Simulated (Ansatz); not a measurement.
**Decaying states in the gap of CsH3SeO**

Aim: relax a made-up compound, CsH3SeO, and see how good a tunnel barrier it would be. It is built by putting Se for part of the O in the CsH3O2 structure of space group Amm2, with the volume rescaled by atomic radii. The parent structure comes from the Materials Project.

Main program and level: Ansatz 0.2.0; LDA DFT, plane waves, PAW files, in the first sound run; inputs show where later runs differ.

The structure was built from a prototype and need not be the compound's stable phase.

## 1. Starting point

Symmetry: Amm2, No. 38, orthorhombic system. Conventional cell: a = 4.485 Å, b = 4.670 Å, c = 8.492 Å, α = 90.00°, β = 90.00°, γ = 90.00°. Cs has 12 H at 3.27 to 3.37 Å and 6 O at 3.43 to 3.63 Å and 6 Se at 3.48 to 3.71 Å nearest. Nearest to H lie 1 O at 1.03 Å and 3 Se at 1.91 to 3.31 Å and 4 H at 2.25 to 2.67 Å and 4 Cs at 3.30 Å. Nearest to H lie 1 Se at 1.08 Å and 2 O at 1.60 to 3.30 Å and 4 H at 1.78 to 2.89 Å and 4 Cs at 3.27 to 3.37 Å. Nearest to O lie 7 H at 1.03 to 3.66 Å and 6 Cs at 3.43 to 3.63 Å. Se has 5 H at 1.08 to 3.31 Å and 6 Cs at 3.48 to 3.71 Å nearest. It derives from CsH3O2. Se for part of the O in the CsH3O2 structure of space group Amm2. Farther neighbours and most contacts between anions are not listed.

## 2. Relaxing the new crystal

The substituted atoms don't fit the parent's cell, so cell and atoms relax together. A small smearing keeps the run stable in case the gap closes on the way.

Input file input.yaml:

```yaml
crystal:
  lattice:
    - [4.4853634844, 0.0, 0.0]
    - [0.0, 2.3350062418, 4.246152283]
    - [0.0, -2.3350062418, 4.246152283]
  atoms:
    - { symbol: Cs, position: [0.0, 0.98533106, 0.98533106] }
    - { symbol: H, position: [0.5, 0.55847297, 0.55847297] }
    - { symbol: H, position: [0.5, 0.07117693, 0.45270073] }
    - { symbol: H, position: [0.5, 0.45270073, 0.07117693] }
    - { symbol: O, position: [0.5, 0.67950864, 0.67950864] }
    - { symbol: Se, position: [0.5, 0.33406101, 0.33406101] }
kpoints:
  mp_grid: { grid: [6, 6, 6] }
scf:
  occupations: { method: gaussian, width: 0.03 }
hamiltonian:
  xc: lda
output:
  forces: true
  stress: true
relax:
  f_tol: 0.02
  max_steps: 60
  cell: {}
```

On the command line:

```console
$ ansatz run input.yaml --threads 2 --pin off --max-ram 4096MiB --backend cpu --events-out ev --progress --plain --runs-dir out
```

Numbers of over 12 decimals in the logs are rounded to 6 here.

The program printed:

```text
Engine: ansatz 0.2.0, aarch64-unknown-linux-gnu
Pseudopotentials: kind: paw
Pseudopotential: Cs, paw, valence charge 9, recommended cutoff 420 eV (normal), Cs.paw.azcp
Pseudopotential: H, paw, valence charge 1, recommended cutoff 420 eV (normal), H.paw.azcp
Pseudopotential: O, paw, valence charge 6, recommended cutoff 420 eV (normal), O.paw.azcp
Pseudopotential: Se, paw, valence charge 16, recommended cutoff 420 eV (normal), Se.paw.azcp
Functional definition: SPW92
  exchange = slater_x
  correlation = pw_c
Crystal: 6 atoms, lattice volume = 88.943 Å³
Basis set: ecut = 420 eV, 1727 PW (Γ)
Bands: 23, of which v1, the nominal top of the filled ones, is band 17 counted from 1 (16 counted from 0)
Symmetry: 4 space group operations
Space group: Amm2 (ITA 38), of the structure as read, at distance tolerance 4.5e-5 Å
k-points: 52 of 216 (time reversal used)
Non-local potential: Cs, projectors of the file, l = 0: 3, l = 1: 2, l = 2: 2, l = 3: 2
Non-local potential: H, projectors of the file, l = 0: 2, l = 1: 1
Non-local potential: O, projectors of the file, l = 0: 2, l = 1: 2, l = 2: 1
Non-local potential: Se, projectors of the file, l = 0: 2, l = 1: 2, l = 2: 3, l = 3: 1
PAW form: soft (Blöchl's): semilocal exchange-correlation on the pseudo side does not see the compensation charge
PAW frozen core: Cs, regenerated for the run's functional, and the local potential with it (the file was generated under x = pbe(κ = 0.804, μ = 0.219515), c = pbe(β = 0.066725))
PAW frozen core: O, regenerated for the run's functional, and the local potential with it (the file was generated under x = pbe(κ = 0.804, μ = 0.219515), c = pbe(β = 0.066725))
PAW frozen core: Se, regenerated for the run's functional, and the local potential with it (the file was generated under x = pbe(κ = 0.804, μ = 0.219515), c = pbe(β = 0.066725))
PAW one-centre angular grid: Cs, 194 points (default); XC on 64 Gauss nodes
PAW one-centre angular grid: H, 110 points (default); XC on 64 Gauss nodes
PAW one-centre angular grid: O, 110 points (default); XC on 64 Gauss nodes
PAW one-centre angular grid: Se, 590 points (default); XC on 64 Gauss nodes
Initial density: superposition of atomic densities (neutral atoms: chi_scale 0, normalization atom), corrected by the library's trained network
Initial wavefunctions: pseudopotential atomic-orbital guess
Functional: x = slater, c = lda
SCF iter   1: F=—  HF=-11483.800661 eV  |F-HF|=—  |Δ(HF+E_count)|=         —  Δρ=1.36e-2  dr2=1.44e-1  ethr=1.77e-3  ⟨swp⟩=6.8  Hψ=6366  notcnv=0  defer=3
preconditioner: auto → Resta (q_TF=auto, 2.324 Å⁻¹)  ε∞=3.1  [insulator: Δε(μ)=2.353 eV  Ē_g=12.625 eV  σ=0.030 eV  W_gap=1.00  n_scr=20 (ndim 8)  ℏωp=18.5 eV  f_vac=0.060  D(μ)=0.00/eV (n_scr^D=0)  ε∞_Penn≈3.1]
SCF iter   2: F=—  HF=-11483.770034 eV  |F-HF|=—  |Δ(HF+E_count)|=   3.06e-2  Δρ=6.84e-3  dr2=2.42e-2  ethr=4.25e-4  ⟨swp⟩=2.1  Hψ=2267  notcnv=0  defer=77
SCF iter   3: F=—  HF=-11483.764640 eV  |F-HF|=—  |Δ(HF+E_count)|=   5.39e-3  Δρ=2.80e-3  dr2=6.52e-3  ethr=7.11e-5  ⟨swp⟩=2.0  Hψ=1907  notcnv=0  defer=85
SCF iter   4: F=—  HF=-11483.763121 eV  |F-HF|=—  |Δ(HF+E_count)|=   1.52e-3  Δρ=4.71e-4  dr2=1.64e-4  ethr=1.92e-5  ⟨swp⟩=2.2  Hψ=1844  notcnv=0  defer=85
SCF iter   5: F=—  HF=-11483.763112 eV  |F-HF|=—  |Δ(HF+E_count)|=   9.14e-6  Δρ=8.91e-5  dr2=9.98e-6  ethr=4.83e-7  ⟨swp⟩=2.0  Hψ=1599  notcnv=0  defer=85
SCF iter   6: F=—  HF=-11483.763112 eV  |F-HF|=—  |Δ(HF+E_count)|=   2.31e-7  Δρ=2.56e-5  dr2=6.00e-7  ethr=2.93e-8  ⟨swp⟩=2.0  Hψ=1977  notcnv=0  defer=85
SCF iter   7: F=-11483.763111 eV  HF=-11483.763112 eV  |F-HF|=7.27e-8  |Δ(HF+E_count)|=   2.82e-8  Δρ=8.18e-6  dr2=6.01e-8  ethr=2.94e-10  ⟨swp⟩=5.5  Hψ=4650  notcnv=0
SCF 1 converged in 7 iterations: F = -11483.763111 eV  dr2 = 6.01e-8
  greatest PAW one-centre occupation: 1.000 electrons in one spin orbital (limit 2), on the Se atom at site 5 (counted from 0), in its partial waves of l = 2
relax step   1: F+E_penalty+E_count = -11483.76311149 eV  Δ(F+E_penalty+E_count) = +0.000e0 eV  max|allowed force component| = 2.613e1 eV/Å  Δτ_max = 0.0000 Å  P = +34.462 GPa  Ω = 88.943 Å³  (7 SCF iters, dr2 threshold 1.00e-7 eV, accepted)
Crystal: 6 atoms, lattice volume = 95.982 Å³
Basis set: ecut = 420 eV, 1877 PW (Γ)
Initial density: handed on by an earlier stage of this run
Initial wavefunctions: those handed on with the density
iter 1 solved again at ethr=1.05e-3 eV; its pass at ethr=3.10e-3 eV (dr2=3.58e-1 eV) is discarded
SCF iter   1: F=—  HF=-11490.080391 eV  |F-HF|=—  |Δ(HF+E_count)|=         —  Δρ=2.59e-2  dr2=3.60e-1  ethr=1.05e-3  ⟨swp⟩=1.0  Hψ=8336  notcnv=0
preconditioner: auto → Resta (q_TF=auto, 2.295 Å⁻¹)  ε∞=3.1  [insulator: Δε(μ)=2.969 eV  Ē_g=12.296 eV  σ=0.030 eV  W_gap=1.00  n_scr=20 (ndim 8)  ℏωp=17.8 eV  f_vac=0.072  D(μ)=0.00/eV (n_scr^D=0)  ε∞_Penn≈3.1]
SCF iter   2: F=—  HF=-11489.987469 eV  |F-HF|=—  |Δ(HF+E_count)|=   9.29e-2  Δρ=1.22e-2  dr2=7.27e-2  ethr=1.05e-3  ⟨swp⟩=2.6  Hψ=2114  notcnv=0
SCF iter   3: F=—  HF=-11489.970892 eV  |F-HF|=—  |Δ(HF+E_count)|=   1.66e-2  Δρ=1.90e-3  dr2=2.86e-3  ethr=2.14e-4  ⟨swp⟩=3.0  Hψ=2713  notcnv=0  defer=62
SCF iter   4: F=—  HF=-11489.969395 eV  |F-HF|=—  |Δ(HF+E_count)|=   1.50e-3  Δρ=7.00e-4  dr2=6.10e-4  ethr=8.42e-6  ⟨swp⟩=2.0  Hψ=2296  notcnv=0  defer=71
SCF iter   5: F=—  HF=-11489.969330 eV  |F-HF|=—  |Δ(HF+E_count)|=   6.49e-5  Δρ=5.06e-4  dr2=2.06e-4  ethr=1.79e-6  ⟨swp⟩=2.0  Hψ=1686  notcnv=0  defer=71
SCF iter   6: F=—  HF=-11489.969294 eV  |F-HF|=—  |Δ(HF+E_count)|=   3.61e-5  Δρ=9.80e-5  dr2=1.08e-5  ethr=6.05e-7  ⟨swp⟩=2.0  Hψ=1685  notcnv=0  defer=71
SCF iter   7: F=-11489.969295 eV  HF=-11489.969295 eV  |F-HF|=2.78e-8  |Δ(HF+E_count)|=   1.59e-6  Δρ=1.60e-5  dr2=4.10e-7  ethr=1.76e-9  ⟨swp⟩=3.9  Hψ=5252  notcnv=0
SCF 2 converged in 7 iterations: F = -11489.969295 eV  dr2 = 4.10e-7
relax step   2: F+E_penalty+E_count = -11489.96929528 eV  Δ(F+E_penalty+E_count) = -6.206e0 eV  max|allowed force component| = 7.983e0 eV/Å  Δτ_max = 0.1269 Å  P = +12.230 GPa  Ω = 95.982 Å³  energy of the carried Pulay correction = -1.459e-2 eV  (7 SCF iters, dr2 threshold 6.00e-7 eV, accepted)
Crystal: 6 atoms, lattice volume = 101.924 Å³
Basis set: ecut = 420 eV, 2013 PW (Γ)
iter 1 solved again at ethr=3.79e-4 eV; its pass at ethr=3.10e-3 eV (dr2=1.29e-1 eV) is discarded
SCF iter   1: F=—  HF=-11491.389027 eV  |F-HF|=—  |Δ(HF+E_count)|=         —  Δρ=1.51e-2  dr2=1.30e-1  ethr=3.79e-4  ⟨swp⟩=1.4  Hψ=8538  notcnv=0
[...]
relax step   7: F+E_penalty+E_count = -11492.63276832 eV  Δ(F+E_penalty+E_count) = -1.591e-1 eV  max|allowed force component| = 4.988e-1 eV/Å  Δτ_max = 0.0947 Å  P = +0.104 GPa  Ω = 100.776 Å³  energy of the carried Pulay correction = -2.391e-2 eV  (10 SCF iters, accepted)
relax step   8: F+E_penalty+E_count = -11492.65404216 eV  Δ(F+E_penalty+E_count) = -2.127e-2 eV  max|allowed force component| = 4.169e-1 eV/Å  Δτ_max = 0.0165 Å  P = +0.068 GPa  Ω = 101.770 Å³  energy of the carried Pulay correction = -2.578e-2 eV  (5 SCF iters, dr2 threshold 6.00e-7 eV, accepted)
relax step   9: F+E_penalty+E_count = -11492.67852132 eV  Δ(F+E_penalty+E_count) = -2.448e-2 eV  max|allowed force component| = 2.209e-1 eV/Å  Δτ_max = 0.0483 Å  P = +0.422 GPa  Ω = 103.720 Å³  energy of the carried Pulay correction = -2.940e-2 eV  (6 SCF iters, dr2 threshold 6.00e-7 eV, accepted)
relax step  10: F+E_penalty+E_count = -11492.68667227 eV  Δ(F+E_penalty+E_count) = -8.151e-3 eV  max|allowed force component| = 2.060e-1 eV/Å  Δτ_max = 0.0267 Å  P = +0.324 GPa  Ω = 103.523 Å³  energy of the carried Pulay correction = -2.904e-2 eV  (5 SCF iters, dr2 threshold 6.00e-7 eV, accepted)
relax step  11: F+E_penalty+E_count = -11492.68578606 eV  Δ(F+E_penalty+E_count) = +8.862e-4 eV  max|allowed force component| = 4.232e-1 eV/Å  Δτ_max = 0.0852 Å  P = -0.165 GPa  Ω = 103.400 Å³  energy of the carried Pulay correction = -2.881e-2 eV  (6 SCF iters, dr2 threshold 6.00e-7 eV, rejected (line search))
relax step  12: F+E_penalty+E_count = -11492.69532078 eV  Δ(F+E_penalty+E_count) = -8.649e-3 eV  max|allowed force component| = 6.370e-2 eV/Å  Δτ_max = 0.0309 Å  P = -0.076 GPa  Ω = 103.481 Å³  energy of the carried Pulay correction = -2.896e-2 eV  (10 SCF iters, accepted)
relax step  13: F+E_penalty+E_count = -11492.69799574 eV  Δ(F+E_penalty+E_count) = -2.675e-3 eV  max|allowed force component| = 3.299e-2 eV/Å  Δτ_max = 0.0425 Å  P = +0.103 GPa  Ω = 102.693 Å³  energy of the carried Pulay correction = -2.750e-2 eV  (7 SCF iters, dr2 threshold 2.54e-7 eV, accepted)
relax step  14: F+E_penalty+E_count = -11492.69752011 eV  Δ(F+E_penalty+E_count) = +4.756e-4 eV  max|allowed force component| = 2.282e-2 eV/Å  Δτ_max = 0.0071 Å  P = +0.009 GPa  Ω = 103.113 Å³  energy of the carried Pulay correction = -2.828e-2 eV  (6 SCF iters, dr2 threshold 6.80e-8 eV, accepted)
relax step  15: F+E_penalty+E_count = -11492.69748531 eV  Δ(F+E_penalty+E_count) = +3.480e-5 eV  max|allowed force component| = 1.542e-3 eV/Å  Δτ_max = 0.0023 Å  P = -0.001 GPa  Ω = 103.140 Å³  energy of the carried Pulay correction = -2.833e-2 eV  (4 SCF iters, dr2 threshold 3.25e-8 eV, accepted)
relax step  16: F+E_penalty+E_count = -11492.74528334 eV  Δ(F+E_penalty+E_count) = -4.780e-2 eV  max|allowed force component| = 2.105e-2 eV/Å  Δτ_max = 0.0000 Å  P = +0.448 GPa  Ω = 103.140 Å³  stress off target by 6.46e-1 GPa  SCF on the basis re-selected at this cell (its energy is not comparable with the rows above)  (8 SCF iters)
relax step  17: F+E_penalty+E_count = -11492.74580103 eV  Δ(F+E_penalty+E_count) = -5.177e-4 eV  max|allowed force component| = 2.829e-3 eV/Å  Δτ_max = 0.0078 Å  P = +0.056 GPa  Ω = 104.670 Å³  energy of the carried Pulay correction = -2.420e-3 eV  (5 SCF iters, dr2 threshold 6.00e-7 eV, accepted)
relax step  18: F+E_penalty+E_count = -11492.74549480 eV  Δ(F+E_penalty+E_count) = +3.062e-4 eV  max|allowed force component| = 1.238e-3 eV/Å  Δτ_max = 0.0076 Å  P = +0.004 GPa  Ω = 104.981 Å³  energy of the carried Pulay correction = -2.951e-3 eV  (6 SCF iters, dr2 threshold 2.76e-8 eV, accepted)
iter 1 solved again at ethr=2.46e-7 eV; its pass at ethr=3.10e-3 eV (dr2=8.38e-5 eV) is discarded
SCF iter   1: F=—  HF=-11492.748590 eV  |F-HF|=—  |Δ(HF+E_count)|=         —  Δρ=3.00e-4  dr2=3.60e-6  ethr=2.46e-7  ⟨swp⟩=3.1  Hψ=9295  notcnv=0
preconditioner: auto → Resta (q_TF=auto, 2.261 Å⁻¹)  ε∞=3.0  [insulator: Δε(μ)=2.287 eV  Ē_g=11.550 eV  σ=0.030 eV  W_gap=1.00  n_scr=20 (ndim 8)  ℏωp=16.2 eV  f_vac=0.071  D(μ)=0.00/eV (n_scr^D=0)  ε∞_Penn≈3.0]
SCF iter   2: F=—  HF=-11492.748691 eV  |F-HF|=—  |Δ(HF+E_count)|=   1.01e-4  Δρ=1.50e-4  dr2=9.70e-7  ethr=1.06e-8  ⟨swp⟩=2.0  Hψ=1782  notcnv=0
SCF iter   3: F=—  HF=-11492.748724 eV  |F-HF|=—  |Δ(HF+E_count)|=   3.31e-5  Δρ=3.56e-5  dr2=1.99e-7  ethr=2.85e-9  ⟨swp⟩=2.0  Hψ=1741  notcnv=0
SCF iter   4: F=—  HF=-11492.748726 eV  |F-HF|=—  |Δ(HF+E_count)|=   1.49e-6  Δρ=9.62e-7  dr2=3.28e-10  ethr=5.85e-10  ⟨swp⟩=2.0  Hψ=1777  notcnv=0
SCF iter   5: F=-11492.748726 eV  HF=-11492.748726 eV  |F-HF|=1.09e-11  |Δ(HF+E_count)|=  7.75e-10  Δρ=2.11e-7  dr2=2.66e-11  ethr=1.00e-12  ⟨swp⟩=5.7  Hψ=4724  notcnv=0
SCF 19 converged in 5 iterations: F = -11492.748726 eV  dr2 = 2.66e-11
relax step  19: F+E_penalty+E_count = -11492.74872560 eV  Δ(F+E_penalty+E_count) = -3.231e-3 eV  max|allowed force component| = 2.124e-3 eV/Å  Δτ_max = 0.0000 Å  P = +0.021 GPa  Ω = 104.981 Å³  stress off target by 4.40e-2 GPa  SCF on the basis re-selected at this cell (its energy is not comparable with the rows above)  (5 SCF iters)
basis re-selected at this cell: Δ(F+E_penalty+E_count) = -3.231e-3 eV, ΔP = +0.017 GPa vs the last step (what re-selecting the basis moved, of the pressure what is left beyond the Pulay correction that the steps carried, after the strain that the cell walked since its last selection, with what the two solves' SCF thresholds leave and, on support functions, any second-order correction that the steps lacked; it is no m [...]
SCF converged after 5 iterations
Free energy (F): -11492.748726 eV
Harris-Foulkes:  -11492.748726 eV  (|F-HF|=1.09e-11)
Internal energy: -11492.748726 eV  (E = F + TS)
E sigma→0 (E₀):  -11492.748726 eV
Fermi energy:    5.374093 eV
--- Per-component energies (eV) ---
  E_band       = -528.504847
  E_kinetic    = 477.336316
  E_local      = -3809.884943  (includes V_loc(G=0)·N_el)
  E_nonlocal   = -502.653559
  E_hartree    = 1753.861080
  E_xc         = -375.457918
  E_vxc        = -353.039376  (∫ρ·V_xc dr)
  E_paw        = -6878.599190  (= ΣΔE_a)
  E_vpaw       = 152.015400  (= ΣTr[D̂ρ^β])
  E_aug_tail   = -0.001030  (compensation charges beyond the density's cutoff)
  E_ewald      = -2159.934322
  E_core_change = 2.584840  (= ΣΔE_core)
  E_smearing   = -0.000000  (= −TS)
  E_closure    = 0.000000  (closes the sum)
  Σ components = -11492.748726   (vs F -11492.748726, Δ=0.00e0)
--- Forces (eV/Å), atoms counted from 1 ---
  atom   1  Cs    -0.00000000     0.00000000    -0.00071988
  atom   2  H      0.00000000     0.00000000     0.00198713
  atom   3  H      0.00000000    -0.00212389    -0.00069035
  atom   4  H     -0.00000000     0.00212389    -0.00069035
  atom   5  O      0.00000000     0.00000000     0.00093506
  atom   6  Se     0.00000000    -0.00000000    -0.00082287
  max |Σ_I F_I| component: 1.27e-6 eV/Å
--- Stress (GPa, compression-positive) ---
        0.037845      -0.000000       0.000000
       -0.000000       0.043992      -0.000000
        0.000000      -0.000000      -0.017389
  P = ⅓ Tr σ = 0.0215 GPa (0.215 kbar)
--- Relaxed structure (17 steps of the walk, 15 accepted, 2 SCFs on fresh bases) ---
  F+E_penalty+E_count = -11492.74872560 eV   max|allowed force component| = 2.124e-3 eV/Å   (the final SCF, on the basis selected at the relaxed cell)
  cell:  # Å, volume = 104.9808 Å³
    - [4.539638, 0, 0]
    - [0, 2.574853, 4.490619]
    - [0, -2.574853, 4.490619]
  atoms:
    - { symbol: Cs, position: [0, 1.014359, 1.014359] }
    - { symbol: H, position: [0.500000, 0.560386, 0.560386] }
    - { symbol: H, position: [0.500000, -0.080429, 0.559835] }
    - { symbol: H, position: [0.500000, 0.559835, -0.080429] }
    - { symbol: O, position: [0.500000, 0.679664, 0.679664] }
    - { symbol: Se, position: [0.500000, 0.347437, 0.347437] }
```

Run time: 95 s. Hardware: 2 threads of Arm Neoverse V2, shared host; peak memory 0.42 GiB; 3.1 min of CPU time.

The steps of the relaxation:

| step | energy less that of the first step (eV) | largest force component (eV/Å) | pressure (GPa) | volume (Å³) |
| --- | --- | --- | --- | --- |
| 1 | 0.0000 | 26.1336 | 34.46 | 88.94 |
| 2 | -6.2062 | 7.9826 | 12.23 | 95.98 |
| 3 | -7.5873 | 4.1011 | 4.49 | 101.92 |
| 4 | -8.2668 | 1.6371 | 2.25 | 99.98 |
| 5 | -8.7105 | 1.0214 | 0.00 | 99.42 |
| 6 | -8.6333 | 3.1374 | 5.88 | 96.33 |
| 7 | -8.8697 | 0.4988 | 0.10 | 100.78 |
| 8 | -8.8909 | 0.4169 | 0.07 | 101.77 |
| 9 | -8.9154 | 0.2209 | 0.42 | 103.72 |
| 10 | -8.9236 | 0.2060 | 0.32 | 103.52 |
| 11 | -8.9227 | 0.4232 | -0.16 | 103.40 |
| 12 | -8.9322 | 0.0637 | -0.08 | 103.48 |
| 13 | -8.9349 | 0.0330 | 0.10 | 102.69 |
| 14 | -8.9344 | 0.0228 | 0.01 | 103.11 |
| 15 | -8.9344 | 0.0015 | 0.00 | 103.14 |
| 16* | -8.9822 | 0.0210 | 0.45 | 103.14 |
| 17 | -8.9827 | 0.0028 | 0.06 | 104.67 |
| 18 | -8.9824 | 0.0012 | 0.00 | 104.98 |
| 19* | -8.9856 | 0.0021 | 0.02 | 104.98 |

Relaxation steps marked * repeat the geometry before them on a plane-wave basis chosen anew for their cell, so energy and pressure can jump there. Relaxation steps 6, 11 were tried and not accepted.

Forces are held to the 4 operations that the run works with; a distortion that breaks them can't arise in this run.

| conventional cell, symmetrised | before | after | change |
| --- | --- | --- | --- |
| a (Å) | 4.485 | 4.540 | +1.2 % |
| b (Å) | 4.670 | 5.150 | +10.3 % |
| c (Å) | 8.492 | 8.981 | +5.8 % |
| volume (Å³/atom) | 14.82 | 17.50 | +18.0 % |

The atoms that moved most (Å, as changes of fractional coordinates times the final cell):

| atom | dx | dy | dz | length |
| --- | --- | --- | --- | --- |
| H3 | 0.000 | -0.666 | -0.200 | 0.696 |
| H4 | 0.000 | 0.666 | -0.200 | 0.696 |
| Cs1 | 0.000 | 0.000 | 0.261 | 0.261 |
| Se6 | 0.000 | 0.000 | 0.120 | 0.120 |
| H2 | 0.000 | 0.000 | 0.017 | 0.017 |

Final coordinates:

```cif
data_structure
_symmetry_space_group_name_H-M 'P 1'
_symmetry_Int_Tables_number 1
_cell_length_a 4.5396
_cell_length_b 5.1764
_cell_length_c 5.1764
_cell_angle_alpha 59.659
_cell_angle_beta 90.000
_cell_angle_gamma 90.000
_cell_volume 104.98
loop_
_atom_site_label
_atom_site_type_symbol
_atom_site_fract_x
_atom_site_fract_y
_atom_site_fract_z
_atom_site_occupancy
Cs1 Cs 0.00000 0.01436 0.01436 1
H2 H 0.50000 0.56039 0.56039 1
H3 H 0.50000 0.91957 0.55984 1
H4 H 0.50000 0.55984 0.91957 1
O5 O 0.50000 0.67966 0.67966 1
Se6 Se 0.50000 0.34744 0.34744 1
```

This step gave:

```yaml
free_energy: -11492.7487 eV
fermi_energy: 5.374 eV
pressure: 0.02148 GPa
```

The largest force component on a free atom ends at 0.0021 eV/Å.

(Continued in part 2 of 3.)

[Logs are printed without paths, hosts, clocks, repeated set-up lines and the standing remarks that a program may print on its own settings, such as how far it seeks lower states.]

[Hosts, paths, dates, database ids (printed as entryN), source tags and the programs' standing remarks are cut or masked in the printed files.]
